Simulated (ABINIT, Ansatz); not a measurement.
# A GW run on SnF3 (Fm-3m) in ABINIT, with inputs changed

A base run on SnF3 (Fm-3m), then changed inputs.

Main program and level: ABINIT 10.8.3; PBEsol and many-body steps on it, plane waves.

Report form: the programs' logs are mostly left out.

## Step 1: Starting point

It takes space group Fm-3m (No. 225, cubic). Conventional cell: a = 8.698 Å, b = 8.698 Å, c = 8.698 Å, α = 90.00°, β = 90.00°, γ = 90.00°. Nearest to Sn lie 6 F at 1.98 Å. Nearest to Sn lie 6 F at 2.36 Å. Nearest to F lie 2 Sn at 1.98 to 2.36 Å. Farther neighbours and most contacts between anions are not listed.

The cell and positions are those that the Materials Project relaxed with its own functionals (PBE, PBE+U or r2SCAN), kept fixed.

## Step 2: Screening, 2×2×2 mesh, 243 bands, screening to 141.5 eV

This step: ABINIT 10.8.3; RPA screening on PBEsol, plane waves, norm-conserving pseudopotentials.

The RPA dielectric matrix is built and inverted for each q.

File run.abi:

```
acell 3*1.0 Angstrom
rprim 
  -0.000000000000 4.348975944800 4.348975944800
  4.348975944800 0.000000000000 4.348975944800
  4.348975944800 4.348975944800 -0.000000000000
ntypat 2
znucl 50 9
natom 8
typat 1 1 2 2 2 2 2 2
xred 
  0.500000000000 0.500000000000 0.500000000000
  0.000000000000 0.000000000000 -0.000000000000
  0.728190550000 0.271809450000 0.728190550000
  0.271809450000 0.271809450000 0.728190550000
  0.271809450000 0.728190550000 0.271809450000
  0.271809450000 0.728190550000 0.728190550000
  0.728190550000 0.271809450000 0.271809450000
  0.728190550000 0.728190550000 0.271809450000
pp_dirpath "pseudos"
pseudos "Sn.upf, F.upf"
ecut 38
ngkpt 2 2 2
nshiftk 1
shiftk 0 0 0
kptopt 1
chksymbreak 0
istwfk *1
occopt 1
irdwfk 1
optdriver 3
nband 243
ecuteps 5.2
inclvkb 2
awtr 1
symchi 1
indata_prefix "in"
outdata_prefix "out"
tmpdata_prefix "tmp"
```

Command:

```
$ OMP_NUM_THREADS=1 mpirun -n 8 abinit run.abi > log
```

Wall time 71 s (8 MPI ranks of AMD EPYC 7R43, shared host); peak memory 4.5 GiB.

This step gave:

```
ε∞ with local fields, on this mesh, along the program's q direction : 2.782
the same without local fields                                       : 3.079
plasma frequency                                                    : 26.85 eV
plane waves in the screening matrix                                 : 609
```

Local fields lower ε∞ by 10 %. On a Γ-centred mesh this coarse the value itself is usually too large, while a short band sum pulls it down.

## Step 3: Base

The self-energy is evaluated for the states that the input lists, and the levels follow from it, in one-shot runs by the linearised quasiparticle equation.

This step: G0W0 on PBEsol, plane waves, norm-conserving pseudopotentials.

Changes to run.abi since step 2:

```diff
@@ -29,8 +29,19 @@
 irdwfk 1
-optdriver 3
+optdriver 4
 nband 243
+gwcalctyp 0
+ecutsigx 38
+symsigma 1
+nkptgw 3
+kptgw 
+  0.5000000000 0.5000000000 0.0000000000
+  0.5000000000 0.0000000000 0.0000000000
+  0.0000000000 0.0000000000 0.0000000000
+bdgw 
+  42 45
+  42 46
+  40 47
 ecuteps 5.2
-inclvkb 2
-awtr 1
-symchi 1
+irdscr 1
+ppmodel 1
 indata_prefix "in"
```

It took 53 s on 8 MPI ranks; peak memory 3.9 GiB.

Numbers from this step:

* G0W0 gap on the points computed: 5.261 eV
* starting gap on the mesh: 2.831 eV
* k of the valence top: 0.5, 0.5, 0
* k of the conduction bottom: 0.5, 0, 0
* Z at the valence top: 0.821
* Z at the conduction bottom: 0.847
* least direct G0W0 gap on the computed points: 5.952 eV

The gap on the mesh goes from 2.83 eV to 5.26 eV, a correction of +2.43 eV.

## Step 4: Broadening of the poles

Changes to run.abi since step 3:

```diff
@@ -46,2 +46,3 @@
 ppmodel 1
+zcut 0.01 eV
 indata_prefix "in"
```

Run time: 56 s. Hardware: 8 MPI ranks; peak memory 4 GiB.

This step gave:

* G0W0 gap on the points computed: 5.26 eV
* starting gap on the mesh: 2.831 eV
* k of the valence top: 0.5, 0.5, 0
* k of the conduction bottom: 0.5, 0, 0
* Z at the valence top: 0.821
* Z at the conduction bottom: 0.847
* least direct G0W0 gap on the computed points: 5.951 eV

Against G0W0 in ABINIT (2×2×2 mesh, 243 bands, screening to 141.5 eV, Godby-Needs plasmon pole), the gap moves by −0.001 eV.

## Step 5: Unknown plasmon-pole model

Changes to run.abi since step 4:

```diff
@@ -45,4 +45,3 @@
 irdscr 1
-ppmodel 1
-zcut 0.01 eV
+ppmodel 7
 indata_prefix "in"
```

The job ended after 5.9 s (8 MPI ranks; peak memory 0.62 GiB).

The run stopped with an error after 5.9 s.

The program's words: Wrong ppm%model: 7

The fault put into this input: unknown plasmon-pole model.

## Step 6: The runs together

Times are wall times on 8 MPI ranks of AMD EPYC 7R43, shared host, good to a factor of about two. A run's time includes the screening step that it read.

```
                    run   mesh  bands  screening cutoff (eV)  DFT gap (eV)  gap on the mesh (eV)  direct (eV)  ε∞ used     time
                   base  2×2×2    243                  141.5         2.831                 5.261        5.952     2.78  2.1 min
broadening of the poles  2×2×2    243                  141.5         2.831                 5.260        5.951     2.78  2.1 min
```

## Step 7: What came out

| Property | Result |
| --- | --- |
| base | 5.261 eV |
| broadening of the poles | 5.260 eV |
| known limits | not at the basis limit; no spin-orbit coupling; coarse k mesh |

**Reading.** Broadening of the poles: −0.001 eV against base (keys changed: zcut). Bands and cutoff are finite, so the gap is not at the basis limit. The miss can reach some tenths of an eV and take either sign; the mesh is an error of its own. The 2×2×2 mesh is coarse for this cell, which bears on the long-range parts of exchange and screening. The many-body steps are scalar-relativistic: spin-orbit coupling is not in them.

[Paths, hosts, dates, memory and timing lines, banners, echoed tables and standing remarks are left out of the program output.]

[Logs are printed without paths, hosts, clocks, repeated set-up lines and the standing remarks that a program may print on its own settings, such as how far it seeks lower states.]

[Runs of the session that timed out or met a known fault of the program may be left out.]

[Hosts, paths, dates, database ids (printed as entryN), source tags and the programs' standing remarks are cut or masked in the printed files.]

[G0W0 gaps are taken among the corrected bands and points alone; a level outside them can change the order at an edge.]

[Where Ansatz stands beside ABINIT at settings called matched, ABINIT's density can come from a denser mesh and the files from another edition; pairs whose starting gaps differed by over 0.03 eV were left out, so agreement reads better than it is.]
